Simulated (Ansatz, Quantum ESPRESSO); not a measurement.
## Lattice dynamics of GaN (F-43m) in two programs

Wanted: phonon bands, density of states and zone-centre response of GaN (F-43m).

Calculated with Quantum ESPRESSO 7.5; DFT LDA, scalar-relativistic, plane waves, JTH PAW pseudopotentials.

Most raw output is cut from this account.

### 1. Starting point

Symmetry: F-43m, No. 216, cubic system. Conventional cell: a = 4.507 Å, b = 4.507 Å, c = 4.507 Å, α = 90.00°, β = 90.00°, γ = 90.00°. Nearest to Ga lie 4 N at 1.95 Å. Nearest to N lie 4 Ga at 1.95 Å. Farther neighbours and most contacts between anions are not listed.

As a file:

```cif
data_structure
_symmetry_space_group_name_H-M 'F-43m'
_symmetry_Int_Tables_number 216
_cell_length_a 4.5070
_cell_length_b 4.5070
_cell_length_c 4.5070
_cell_angle_alpha 90.000
_cell_angle_beta 90.000
_cell_angle_gamma 90.000
_cell_volume 91.55
loop_
_atom_site_label
_atom_site_type_symbol
_atom_site_symmetry_multiplicity
_atom_site_Wyckoff_symbol
_atom_site_fract_x
_atom_site_fract_y
_atom_site_fract_z
_atom_site_occupancy
Ga1 Ga 4 a 0.00000 0.00000 0.00000 1
N1 N 4 c 0.75000 0.25000 0.75000 1
```

### 2. A probe with smearing

Before anything dear is run, a loose run with smearing shows whether this is a metal and how far the cell is from rest.

Input file probe.in:

```
&CONTROL
  calculation = 'scf'
  prefix      = 'x'
  outdir      = './tmp'
  pseudo_dir  = './pseudo'
  tprnfor     = .true.
  tstress     = .true.
  verbosity   = 'high'
/
&SYSTEM
  ibrav       = 2
  celldm(1)   = 8.51699795
  nat         = 2
  ntyp        = 2
  ecutwfc     = 50.0
  ecutrho     = 250.0
  occupations = 'smearing'
  smearing    = 'gaussian'
  degauss     = 0.01
/
&ELECTRONS
  conv_thr         = 1.0d-07
  mixing_beta      = 0.7
  electron_maxstep = 100
/
ATOMIC_SPECIES
 Ga     69.7230  Ga.upf
 N      14.0070  N.upf
ATOMIC_POSITIONS crystal
 Ga     0.000000000   0.000000000   0.000000000
 N      0.750000000   0.750000000   0.750000000
K_POINTS automatic
 8 8 8 0 0 0
```

On the command line:

```
OMP_NUM_THREADS=1 mpirun -n 4 pw.x -nk 4 -in probe.in > probe.out
```

Elapsed: 4.5 s, on 4 MPI ranks of Arm Neoverse N1, shared host.

Numbers from this step:

* volume per atom: 11.44 Å³
* pressure: -6.083 GPa
* gap on the k-mesh: 1.726 eV

A gap of 1.7 eV opens on this mesh, so the crystal is taken as an insulator; the start stands at -6.1 GPa.

### 3. Relaxing the cell and atoms

The relaxation runs at a cutoff a fifth above that of the response, since stress converges more slowly with the basis than frequencies do. Forces and stress are brought to rest with tight thresholds.

Input file relax.in:

```
&CONTROL
  calculation   = 'vc-relax'
  prefix        = 'x'
  outdir        = './tmp'
  pseudo_dir    = './pseudo'
  tprnfor       = .true.
  tstress       = .true.
  forc_conv_thr = 2.0d-05
  etot_conv_thr = 1.0d-07
  nstep         = 40
/
&SYSTEM
  ibrav       = 2
  celldm(1)   = 8.51699795
  nat         = 2
  ntyp        = 2
  ecutwfc     = 60
  ecutrho     = 300.0
  occupations = 'fixed'
  nbnd        = 11
/
&ELECTRONS
  conv_thr         = 1.0d-11
  mixing_beta      = 0.7
  electron_maxstep = 100
/
&IONS
/
&CELL
  press_conv_thr = 0.2
/
ATOMIC_SPECIES
 Ga     69.7230  Ga.upf
 N      14.0070  N.upf
ATOMIC_POSITIONS crystal
 Ga     0.000000000   0.000000000   0.000000000
 N      0.750000000   0.750000000   0.750000000
K_POINTS automatic
 10 10 10 0 0 0
```

On the command line:

```
OMP_NUM_THREADS=1 mpirun -n 4 pw.x -nk 4 -in relax.in > relax.out
```

Wall time 36 s (4 MPI ranks); 2.4 min of CPU time.

The steps of the relaxation:

| step | energy less that of the first step (eV) | largest force (eV/Å) | pressure (GPa) | volume (Å³) |
| --- | --- | --- | --- | --- |
| 1 | 0.0000 | 0.0000 | -6.27 | 22.89 |
| 2 | -0.0152 | 0.0000 | -0.27 | 22.16 |
| 3 | -0.0152 | 0.0000 | 0.02 | 22.13 |
| 4 | -0.0152 | 0.0000 | 0.00 | 22.13 |
| 5 | -0.0149 | 0.0000 | 0.03 | 22.13 |

| conventional cell, symmetrised | before | after | change |
| --- | --- | --- | --- |
| a (Å) | 4.507 | 4.457 | -1.1 % |
| b (Å) | 4.507 | 4.457 | -1.1 % |
| c (Å) | 4.507 | 4.457 | -1.1 % |
| volume (Å³/atom) | 11.44 | 11.07 | -3.3 % |

Final coordinates:

```xyz
2
Lattice="-2.2285 0.0000 2.2285 0.0000 2.2285 2.2285 -2.2285 2.2285 0.0000" Properties=species:S:1:pos:R:3 pbc="T T T"
Ga    0.0000    0.0000    0.0000
N    -3.3427    3.3427    3.3427
```

The last row of the table of steps is pw.x's closing run on a basis chosen anew for the final cell, so its energy can jump.

This step gave:

```
volume per atom   : 11.07 Å³
pressure          : 0.02500 GPa
gap on the k-mesh : 1.943 eV
```

The volume changes by -3.3 % from the cell with which this run began.

### 4. Self-consistent run for the response

Perturbation theory inherits every error of the wavefunctions, so the threshold is set near the limit of the arithmetic. With a gap, occupations are fixed, which also allows the response to an electric field.

Input file scf.in:

```
&CONTROL
  calculation = 'scf'
  prefix      = 'x'
  outdir      = './tmp'
  pseudo_dir  = './pseudo'
  tprnfor     = .true.
  tstress     = .true.
/
&SYSTEM
  ibrav       = 2
  celldm(1)   = 8.42250704
  nat         = 2
  ntyp        = 2
  ecutwfc     = 50.0
  ecutrho     = 250.0
  occupations = 'fixed'
  nbnd        = 11
/
&ELECTRONS
  conv_thr         = 1.0d-12
  mixing_beta      = 0.7
  electron_maxstep = 100
/
ATOMIC_SPECIES
 Ga     69.7230  Ga.upf
 N      14.0070  N.upf
ATOMIC_POSITIONS crystal
 Ga     0.000000000   0.000000000   0.000000000
 N      0.750000000   0.750000000   0.750000000
K_POINTS automatic
 12 12 12 0 0 0
```

On the command line:

```
OMP_NUM_THREADS=1 mpirun -n 4 pw.x -nk 4 -in scf.in > scf.out
```

Wall time 9.6 s (4 MPI ranks); 38 s of CPU time.

Numbers from this step:

- pressure: -0.312 GPa

The cell stands at -0.31 GPa, close enough for stiff modes, while soft ones can move.

### 5. Linear response on the mesh

Linear response treats each wavevector in the unit cell, with no supercell; the 4×4×4 mesh fixes the range of the force constants to be had.

Input file ph.in:

```
phonons
&INPUTPH
  prefix = 'x'
  outdir = './tmp'
  fildyn = 'x.dyn'
  tr2_ph = 1.0d-18
  epsil  = .true.
  ldisp  = .true.
  nq1    = 4
  nq2    = 4
  nq3    = 4
/
```

On the command line:

```
OMP_NUM_THREADS=1 mpirun -n 4 ph.x -nk 4 -in ph.in > ph.out
```

Elapsed: 1.9 h, on 4 MPI ranks; 7.5 h of CPU time.

Read from the output:

```yaml
miss_of_the_charge_sum_rule: 0.005580 e
largest_acoustic_frequency_at_the_zone_centre_before_the_sum_rule: 3.97 cm⁻¹
highest_optical_zone_centre_mode_no_lo_to_term: 552.4 cm⁻¹
lowest_optical_zone_centre_mode: 552.4 cm⁻¹
mean_high_frequency_dielectric_constant: 5.752
largest_born_charge_in_size_third_of_the_trace: 2.632 e
lowest_mode_on_the_q_mesh_acoustic_ones_at_the_zone_centre_apart: 104.3 cm⁻¹
```

Frequencies (cm⁻¹) at each irreducible wavevector; negative means imaginary. Frequencies by wavevector:

| q (fractions) | star | mode 1 | mode 2 | mode 3 | mode 4 | mode 5 | mode 6 |
| --- | --- | --- | --- | --- | --- | --- | --- |
| 0 0 0 | 1 | 3.97 | 3.97 | 3.97 | 552.4 | 552.4 | 552.4 |
| 0 0 0.25 | 8 | 104.3 | 104.3 | 240.5 | 566.8 | 566.8 | 716.6 |
| 0 0 -0.5 | 4 | 137.3 | 137.3 | 341.7 | 576.7 | 576.7 | 698.4 |
| 0 0.25 0.25 | 6 | 150 | 150 | 235.2 | 590.1 | 590.1 | 715.6 |
| 0 0.25 -0.5 | 24 | 173.3 | 215.3 | 309.5 | 599.1 | 629.6 | 691.7 |
| 0 0.25 -0.25 | 12 | 148.2 | 215.3 | 285.1 | 579.9 | 631 | 696.8 |
| 0 -0.5 -0.5 | 3 | 193.1 | 193.1 | 347.4 | 616.4 | 616.4 | 688.5 |
| 0.25 -0.5 -0.25 | 6 | 210.8 | 244.9 | 302.1 | 627.9 | 638.3 | 681.9 |

Born charge (rows field, columns displacement), before the sum rule (e), principal values of the symmetric part by kind of site:

| atom | atoms with these values | low | middle | high | mean |
| --- | --- | --- | --- | --- | --- |
| Ga1 | 1 | 2.63 | 2.63 | 2.63 | 2.63 |
| N2 | 1 | -2.63 | -2.63 | -2.63 | -2.63 |

In full for Ga1:

```
2.63 0.00 0.00
0.00 2.63 0.00
0.00 0.00 2.63
```

High-frequency dielectric tensor:

```
5.75 0.00 0.00
0.00 5.75 0.00
0.00 0.00 5.75
```

The acoustic modes at Γ come out as far as 4.0 cm⁻¹ from zero, where they should vanish, a small numerical error; the Born charges miss their sum rule by 0.0056 e, which is good.

### 6. Force constants in real space

The dynamical matrices of the mesh are Fourier-transformed to force constants in real space, after the long-range dipole part is taken out.

Input file q2r.in:

```
&INPUT
  fildyn = 'x.dyn'
  zasr   = 'simple'
  flfrc  = 'x.fc'
/
```

On the command line:

```
q2r.x < q2r.in > q2r.out
```

It took 0.5 s on 1 thread.

### 7. Interpolated phonon bands

From the force constants any wavevector is cheap; points of the mesh come back as solved, but for the sum rule and, in polar crystals, the LO-TO term at Γ; the rest is interpolation.

Input file matdyn.in:

```
&INPUT
  asr              = 'simple'
  flfrc            = 'x.fc'
  flfrq            = 'x.freq'
  flvec            = 'x.modes'
  q_in_band_form   = .true.
  q_in_cryst_coord = .true.
/
8
  0.0000000   0.0000000   0.0000000  12  ! GAMMA
  0.0000000   0.5000000   0.5000000  12  ! X
 -0.0000000   0.6250000   0.3750000   1  ! U
 -0.3750000   0.3750000  -0.0000000  12  ! K
  0.0000000   0.0000000   0.0000000  12  ! GAMMA
 -0.0000000   0.5000000  -0.0000000  12  ! L
 -0.2500000   0.5000000   0.2500000  12  ! W
  0.0000000   0.5000000   0.5000000   1  ! X
```

On the command line:

```
matdyn.x -in matdyn.in > matdyn.out
```

The job ended after 0.5 s (1 thread).

This step gave:

| Quantity | Value |
| --- | --- |
| lowest frequency on the path | 0 cm⁻¹ |

Matdyn.x, sum rule simple. The phonon branches at the labelled points (cm⁻¹):

| point | branch 1 | branch 2 | branch 3 | branch 4 | branch 5 | branch 6 |
| --- | --- | --- | --- | --- | --- | --- |
| Γ | 0 | 0 | 0 | 552 | 552 | 731 |
| halfway | 150 | 150 | 235 | 590 | 590 | 716 |
| X | 193 | 193 | 347 | 616 | 616 | 688 |
| halfway | 191 | 210 | 338 | 613 | 627 | 688 |
| U | 183 | 238 | 316 | 604 | 645 | 688 |
| jump to K | 183 | 238 | 316 | 604 | 645 | 688 |
| halfway | 118 | 177 | 250 | 570 | 603 | 706 |
| Γ | 0 | 0 | 0 | 552 | 552 | 731 |
| halfway | 104 | 104 | 240 | 567 | 567 | 717 |
| L | 137 | 137 | 342 | 577 | 577 | 698 |
| halfway | 172 | 211 | 315 | 595 | 628 | 692 |
| W | 211 | 245 | 302 | 628 | 638 | 682 |
| halfway | 202 | 215 | 329 | 622 | 625 | 687 |
| X | 193 | 193 | 347 | 616 | 616 | 688 |

All branches are real along the path.

### 8. Density of states

Sums over the zone need many more wavevectors than were solved, so the interpolation is sampled on a dense mesh.

Input file matdyn.in:

```
&INPUT
  asr    = 'simple'
  flfrc  = 'x.fc'
  dos    = .true.
  fldos  = 'x.dos'
  nk1    = 17
  nk2    = 17
  nk3    = 17
  deltaE = 1.0
/
```

On the command line:

```
matdyn.x -in matdyn.in > matdyn.out
```

Run time: 13 s. Hardware: 1 thread.

Numbers from this step:

| Quantity | Value |
| --- | --- |
| share of modes beyond 3i cm⁻¹ on the dense interpolated mesh | 0 |
| zero-point energy per atom | 78.8 meV |
| heat capacity at 300 K | 17.45 J/(mol atoms K) |
| vibrational entropy at 300 K | 16.05 J/(mol atoms K) |

The phonon density of states has structure finer than the step of the table below, so its rows give means over 20 cm⁻¹, whole bins alone (the curve runs from 0 to 728 cm⁻¹). Peaks (cm⁻¹: height): total 192.0: 0.0264, 308.0: 0.028, 616.0: 0.0303, 692.0: 0.0472; Ga 192.0: 0.0245, 308.0: 0.0275, 580.0: 0.00341; N 616.0: 0.0283, 692.0: 0.0459.

Tetrahedra. Table of phonon density of states by wavenumber; means over each step; values in 1/cm⁻¹/cell:

| wavenumber (cm⁻¹) | total | Ga | N |
| --- | --- | --- | --- |
| 20 | 5.6e-5 | 4.7e-5 | 9.0e-6 |
| 40 | 3.7e-4 | 3.1e-4 | 6.0e-5 |
| 60 | 9.7e-4 | 8.2e-4 | 1.5e-4 |
| 80 | 0.00187 | 0.00159 | 2.7e-4 |
| 100 | 0.00334 | 0.00288 | 4.6e-4 |
| 120 | 0.00601 | 0.00525 | 7.6e-4 |
| 140 | 0.0131 | 0.0116 | 0.00148 |
| 160 | 0.0178 | 0.0160 | 0.00175 |
| 180 | 0.0221 | 0.0203 | 0.00182 |
| 200 | 0.0191 | 0.0178 | 0.00133 |
| 220 | 0.0126 | 0.0118 | 7.9e-4 |
| 240 | 0.00957 | 0.00899 | 5.7e-4 |
| 260 | 0.00318 | 0.00290 | 2.7e-4 |
| 280 | 0.00540 | 0.00505 | 3.5e-4 |
| 300 | 0.0177 | 0.0173 | 4.6e-4 |
| 320 | 0.0141 | 0.0139 | 2.1e-4 |
| 340 | 0.00265 | 0.00263 | 2.1e-5 |
| 360 | 0 | 0 | 0 |
| 380 | 0 | 0 | 0 |
| 400 | 0 | 0 | 0 |
| 420 | 0 | 0 | 0 |
| 440 | 0 | 0 | 0 |
| 460 | 0 | 0 | 0 |
| 480 | 0 | 0 | 0 |
| 500 | 0 | 0 | 0 |
| 520 | 0 | 0 | 0 |
| 540 | 3.5e-6 | 5.0e-7 | 3.0e-6 |
| 560 | 0.00624 | 9.0e-4 | 0.00534 |
| 580 | 0.0253 | 0.00287 | 0.0224 |
| 600 | 0.0290 | 0.00255 | 0.0264 |
| 620 | 0.0241 | 0.00155 | 0.0225 |
| 640 | 0.0153 | 4.4e-4 | 0.0149 |
| 660 | 1.9e-4 | 2.0e-6 | 1.8e-4 |
| 680 | 0.0105 | 3.0e-4 | 0.0101 |
| 700 | 0.0320 | 0.00130 | 0.0307 |

Harmonic thermodynamic functions per atom, summed over the density of states scaled to three modes an atom; melting is ignored. Thermodynamic functions:

| T (K) | F_vib (meV/atom) | S (J/mol-atom/K) | C_V (J/mol-atom/K) |
| --- | --- | --- | --- |
| 0 | 78.8 | 0 | 0 |
| 50 | 78.73 | 0.581 | 1.805 |
| 100 | 77.79 | 3.285 | 6.383 |
| 200 | 70.97 | 9.866 | 13 |
| 300 | 57.48 | 16.05 | 17.45 |
| 400 | 37.97 | 21.46 | 20.05 |
| 500 | 13.25 | 26.11 | 21.56 |
| 600 | -15.94 | 30.14 | 22.49 |
| 700 | -49.04 | 33.65 | 23.09 |
| 800 | -85.56 | 36.76 | 23.5 |
| 900 | -125.1 | 39.55 | 23.79 |
| 1000 | -167.4 | 42.07 | 24 |

At 300 K the heat capacity has reached 70 % of the Dulong-Petit value.

### 9. Modes with the sum rule

A rigid shift of the crystal must cost nothing, but grids and finite bases break this; the acoustic sum rule is imposed before the matrix is diagonalised again. With Born charges the intensities follow, and the static dielectric tensor.

Input file dynmat.in:

```
&INPUT
  fildyn = 'x.dyn1'
  asr    = 'simple'
  fileig = 'dynmat.eig'
  lperm  = .true.
/
```

On the command line:

```
dynmat.x -in dynmat.in > dynmat.out
```

Run time: 0.48 s. Hardware: 1 thread.

This step gave:

| Quantity | Value |
| --- | --- |
| mean static dielectric constant | 10.07 |

Unit eigenvectors of the mass-weighted matrix after the sum rule; no LO-TO term. The modes at Γ (shares of kinetic energy by element, %):

| mode | frequency (cm⁻¹) | symmetry | Ga % | N % |
| --- | --- | --- | --- | --- |
| 1 | 0.0 | acoustic | 83 | 17 |
| 2 | 0.0 | acoustic | 83 | 17 |
| 3 | 0.0 | acoustic | 83 | 17 |
| 4 | 552.4 | T2 | 17 | 83 |
| 5 | 552.4 | T2 | 17 | 83 |
| 6 | 552.4 | T2 | 17 | 83 |

Displacements in mode 4 (552.4 cm⁻¹), the largest set to 1:
```
Ga1 -0.20  0.06  0.00
N2   1.00 -0.31  0.00
```

Degenerate modes summed, no LO-TO term. Lines of the infrared spectrum (strongest = 100):

| position (cm⁻¹) | lines merged | label | IR intensity, relative |
| --- | --- | --- | --- |
| 552 | 3 | T2 | 100 |

Static dielectric tensor (ions relaxed, fixed cell):

```
10.07  0.00  0.00
 0.00 10.07  0.00
 0.00  0.00 10.07
```

The rule moves no optical mode by more than 0.1 cm⁻¹.

### 10. Sum rules set otherwise: a sum rule for molecules or wires on a crystal

This rule also removes rotations, which suits molecules and not a crystal; it is tried to see the harm.

Input file dynmat.in:

```
&INPUT
  fildyn = 'x.dyn1'
  asr    = 'zero-dim'
  fileig = 'dynmat.eig'
  lperm  = .true.
/
```

On the command line:

```
dynmat.x -in dynmat.in > dynmat.out
```

Run time: 0.47 s. Hardware: 1 thread.

The program raised no error, yet the settings are not those of a careful run.

The fault: a sum rule for molecules or wires on a crystal; 2 optical modes are projected out to zero frequency, as if they were rotations, and the static dielectric tensor is spoilt.

For a crystal the rule has to be 'simple' or 'crystal'.

Zone-centre frequencies as printed; negative means imaginary. Modes:

| mode | frequency (cm⁻¹) |
| --- | --- |
| 1 | 0 |
| 2 | 0 |
| 3 | 0 |
| 4 | 0 |
| 5 | 0 |
| 6 | 552.4 |

### 11. Modes along a direction of q (1 0 0)

A longitudinal polar mode sets up a macroscopic field that stiffens it; the term hangs on the direction from which q goes to zero.

Input file dynmat.in:

```
&INPUT
  fildyn = 'x.dyn1'
  asr    = 'simple'
  fileig = 'dynmat.eig'
  q(1)   = 1.0
  q(2)   = 0.0
  q(3)   = 0.0
/
```

On the command line:

```
dynmat.x -in dynmat.in > dynmat.out
```

The job ended after 0.47 s (1 thread).

This step gave:

* highest mode moved by the LO-TO term: 730.9 cm⁻¹

Zone-centre frequencies as printed; negative means imaginary. Modes:

| mode | frequency (cm⁻¹) |
| --- | --- |
| 1 | 0 |
| 2 | 0 |
| 3 | 0 |
| 4 | 552.4 |
| 5 | 552.4 |
| 6 | 730.9 |

The field moves one mode, from 552 to 731 cm⁻¹; the others stay.

[end of part 1 of 2]

[Host names and launcher messages were left out of these logs when they were recorded.]

[Logs are printed without paths, hosts, clocks, repeated set-up lines and the standing remarks that a program may print on its own settings, such as how far it seeks lower states.]

[Hosts, paths, dates, database ids (printed as entryN), source tags and the programs' standing remarks are cut or masked in the printed files.]
